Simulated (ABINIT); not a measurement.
# Diamond (Fd-3m, 2 atoms a cell): a self-consistent loop beyond G0W0, cycle by cycle, part 3 of 3

How far does self-consistency move the gap of Diamond (Fd-3m, 2 atoms a cell)?

ABINIT 10.8.3; PBE and many-body steps on it, plane waves. Known limits of the many-body steps: not at the basis limit.

So far. Step 7 (evGW0, cycle 3): Against the cycle before, the gap moves by +0.008 eV. Step 10 (evGW, cycle 1): Against G0W0 in ABINIT (8×8×8 mesh, 88 bands, screening to 261.2 eV, Godby-Needs plasmon pole), the gap moves by +0.384 eV.

### Step 12. Screening, 8×8×8 mesh, 88 bands, screening to 261.2 eV

This step: RPA screening on PBE from quasiparticle energies, plane waves, norm-conserving pseudopotentials.

run.abi

```
acell 3*1.0 Angstrom
rprim 
  -0.000000000000 1.783370000000 1.783370000000
  1.783370000000 0.000000000000 1.783370000000
  1.783370000000 1.783370000000 0.000000000000
ntypat 1
znucl 6
natom 2
typat 1 1
xred 
  -0.000000000000 0.000000000000 -0.000000000000
  0.250000000000 0.250000000000 0.250000000000
pp_dirpath "pseudos"
pseudos "C.upf"
ecut 37
ngkpt 8 8 8
nshiftk 1
shiftk 0 0 0
kptopt 1
chksymbreak 0
istwfk *1
occopt 1
irdwfk 1
optdriver 3
nband 88
ecuteps 9.6
inclvkb 2
awtr 1
symchi 1
irdqps 1
gwcalctyp 10
nqptdm 28
qptdm 
  0.1250000000 0.0000000000 0.0000000000
  0.2500000000 0.0000000000 0.0000000000
  0.3750000000 0.0000000000 0.0000000000
  0.5000000000 0.0000000000 0.0000000000
  0.1250000000 0.1250000000 0.0000000000
  0.2500000000 0.1250000000 0.0000000000
  0.3750000000 0.1250000000 0.0000000000
  0.5000000000 0.1250000000 0.0000000000
  -0.3750000000 0.1250000000 0.0000000000
  -0.2500000000 0.1250000000 0.0000000000
  -0.1250000000 0.1250000000 0.0000000000
  0.2500000000 0.2500000000 0.0000000000
  0.3750000000 0.2500000000 0.0000000000
  0.5000000000 0.2500000000 0.0000000000
  -0.3750000000 0.2500000000 0.0000000000
  -0.2500000000 0.2500000000 0.0000000000
  0.3750000000 0.3750000000 0.0000000000
  0.5000000000 0.3750000000 0.0000000000
  -0.3750000000 0.3750000000 0.0000000000
  0.5000000000 0.5000000000 0.0000000000
  0.3750000000 0.2500000000 0.1250000000
  0.5000000000 0.2500000000 0.1250000000
  -0.3750000000 0.2500000000 0.1250000000
  0.5000000000 0.3750000000 0.1250000000
  -0.3750000000 0.3750000000 0.1250000000
  -0.2500000000 0.3750000000 0.1250000000
  -0.3750000000 0.5000000000 0.1250000000
  -0.2500000000 0.5000000000 0.2500000000
indata_prefix "in"
outdata_prefix "out"
tmpdata_prefix "tmp"
```

mrgscr.stdin

```
2
merged
q0_SCR
out_SCR
1
```

The run is started by

```bash
> OMP_NUM_THREADS=1 mpirun -n 8 abinit run.abi > log; mrgscr < mrgscr.stdin
```

The program printed:

```text
.Version 10.8.3 of ABINIT. v10.8.2 released Aug 2026.

 Symmetries : space group Fd -3 m (#227); Bravais cF (face-center cubic)
[... echo of the input left out ...]
== DATASET  1 ==================================================================
-   mpi_nproc: 8, omp_nthreads: 1 (-1 if OMP is not activated)

--- !DatasetInfo
iteration_state: {dtset: 1, }
dimensions: {natom: 2, nkpt: 29, mband: 88, nsppol: 1, nspinor: 1, nspden: 1, mpw: 869, }
cutoff_energies: {ecut:  37.0, pawecutdg:  -1.0, }
[...]
q-point number  1        q = ( 0.125000, 0.000000, 0.000000) [r.l.u.]
--------------------------------------------------------------------------------
[... chi0 elements left out ...]
  Average fulfillment of the sum rule on Im[epsilon] for q-point    2 :    112.83  [%]

--------------------------------------------------------------------------------
  q-point number  2        q = ( 0.250000, 0.000000, 0.000000) [r.l.u.]
--------------------------------------------------------------------------------
[... chi0 elements left out ...]
  Average fulfillment of the sum rule on Im[epsilon] for q-point    3 :    107.90  [%]

 [... 26 further q-points ...]
```

Elapsed: 55 s, on 8 MPI ranks of AMD EPYC 7R43, shared host; peak memory 1.3 GiB.

This step gave:

- plasma frequency: 31.18 eV
- plane waves in the screening matrix: 113

This screening reads the quasiparticle levels of the cycle before.

### Step 13. evGW, cycle 2

This step: evGW on PBE, plane waves, norm-conserving pseudopotentials.

run.abi, as its differences from that of step 12:

```diff
@@ -23,12 +23,10 @@
 irdwfk 1
-optdriver 3
+optdriver 4
 nband 88
-ecuteps 9.6
-inclvkb 2
-awtr 1
-symchi 1
-irdqps 1
 gwcalctyp 10
-nqptdm 28
-qptdm 
+ecutsigx 37
+symsigma 1
+nkptgw 29
+kptgw 
+  0.0000000000 0.0000000000 0.0000000000
   0.1250000000 0.0000000000 0.0000000000
@@ -61,2 +59,36 @@
   -0.2500000000 0.5000000000 0.2500000000
+bdgw 
+  1 8
+  1 8
+  1 8
+  1 8
+  1 8
+  1 8
+  1 8
+  1 8
+  1 8
+  1 8
+  1 8
+  1 8
+  1 8
+  1 8
+  1 8
+  1 8
+  1 8
+  1 8
+  1 8
+  1 8
+  1 8
+  1 8
+  1 8
+  1 8
+  1 8
+  1 8
+  1 8
+  1 8
+  1 8
+ecuteps 9.6
+irdscr 1
+ppmodel 1
+irdqps 1
 indata_prefix "in"
```

The run is started by

```bash
> OMP_NUM_THREADS=1 mpirun -n 8 abinit run.abi > log
```

The program printed:

```text
.Version 10.8.3 of ABINIT. v10.8.2 released Aug 2026.

 Symmetries : space group Fd -3 m (#227); Bravais cF (face-center cubic)
[... echo of the input left out ...]
== DATASET  1 ==================================================================
-   mpi_nproc: 8, omp_nthreads: 1 (-1 if OMP is not activated)

--- !DatasetInfo
iteration_state: {dtset: 1, }
dimensions: {natom: 2, nkpt: 29, mband: 88, nsppol: 1, nspinor: 1, nspden: 1, mpw: 869, }
cutoff_energies: {ecut:  37.0, pawecutdg:  -1.0, }
[...]
.  kptgw no:  3; Maximum DeltaE = (  -0.025   0.010) for band index:  1
[...]
.  kptgw no: 28; Maximum DeltaE = (  -0.023   0.001) for band index:  1
.  kptgw no: 29; Maximum DeltaE = (  -0.033   0.001) for band index:  1

== END DATASET(S) ==============================================================
================================================================================

 -outvars: echo values of variables after computation  --------
           etotal      0.0000000000E+00
            nband          88
             nkpt          29
          spgroup         227
 [... the other variables as echoed above ...]

 Calculation completed.
```

It took 11 min on 8 MPI ranks; peak memory 2.3 GiB; 86 min of CPU time.

Numbers from this step:

| Property | Result |
| --- | --- |
| quasiparticle gap on the mesh | 5.892 eV |
| gap of the density functional on the mesh | 4.190 eV |
| k of the valence top | 0, 0, 0 |
| k of the conduction bottom | 0.375, 0.375, 0 |
| least direct quasiparticle gap on the computed points | 7.857 eV |

Against the cycle before, the gap moves by +0.021 eV.

### Step 14. The runs together

Times are wall times on 8 MPI ranks of AMD EPYC 7R43, shared host, good to a factor of about two. A run's time includes the screening step that it read.

```tsv
run	mesh	bands	screening cutoff (eV)	DFT gap (eV)	gap on the mesh (eV)	direct (eV)	ε∞ used	time
G0W0	8×8×8	88	261.2	4.190	5.487	7.407	5.52	37 s
evGW0, cycle 1	8×8×8	88	261.2	4.190	5.743	7.769	5.52	9.2 min
evGW0, cycle 2	8×8×8	88	261.2	4.190	5.634	7.578	5.52	11 min
evGW0, cycle 3	8×8×8	88	261.2	4.190	5.642	7.596	5.52	10 min
evGW, cycle 1	8×8×8	88	261.2	4.190	5.871	7.835	4.84	11 min
evGW, cycle 2	8×8×8	88	261.2	4.190	5.892	7.857	4.76	12 min
```

### Step 15. Outcome

```json
{
  "G0W0": "5.487 eV",
  "evGW0, cycle 1": "5.743 eV",
  "evGW0, cycle 2": "5.634 eV",
  "evGW0, cycle 3": "5.642 eV",
  "evGW, cycle 1": "5.871 eV",
  "evGW, cycle 2": "5.892 eV",
  "known limits": "not at the basis limit"
}
```

Only the bands that the input lists are updated; the others, empty or deep, keep the functional's energies or take a rigid shift. The evGW loop starts from the last levels of evGW0, so its cycles and time come on top of those. evGW0 ends at 5.64 eV, +0.15 eV from G0W0, after 3 cycles that took 29 min beside the first screening; the last moved the gap by 0.008 eV. evGW ends at 5.89 eV, +0.41 eV from G0W0, after 2 cycles that took 23 min beside the first screening; the last moved the gap by 0.021 eV. The first cycle of evGW0 takes the full correction, without the factor Z, so it overshoots the one-shot value. Against experiment, by evGW, cycle 2: the gap of 5.89 eV lies +0.39 eV from the measured 5.5 eV (kind not stated, quoted 2019); the gap of 5.89 eV lies +0.42 eV from the measured 5.47 eV (kind not stated, quoted 2024). These are gaps on the mesh, at modest bands and cutoff. The calculation has static nuclei and no excitons; a measured gap holds zero-point and thermal motion, which mostly lowers it. Bands and cutoff are finite, so the gap is not at the basis limit. The miss can reach some tenths of an eV and take either sign; the mesh is an error of its own. In the updated screening the q = 0 part is built from Kohn-Sham bands under a rigid shift, the other q from the quasiparticle levels.

[Paths, hosts, dates, memory and timing lines, banners, echoed tables and standing remarks are left out of the program output.]

[Logs are printed without paths, hosts, clocks, repeated set-up lines and the standing remarks that a program may print on its own settings, such as how far it seeks lower states.]

[Runs of the session that timed out or met a known fault of the program may be left out.]

[Hosts, paths, dates, database ids (printed as entryN), source tags and the programs' standing remarks are cut or masked in the printed files.]

[G0W0 gaps are taken among the corrected bands and points alone; a level outside them can change the order at an edge.]

[Where Ansatz stands beside ABINIT at settings called matched, ABINIT's density can come from a denser mesh and the files from another edition; pairs whose starting gaps differed by over 0.03 eV were left out, so agreement reads better than it is.]
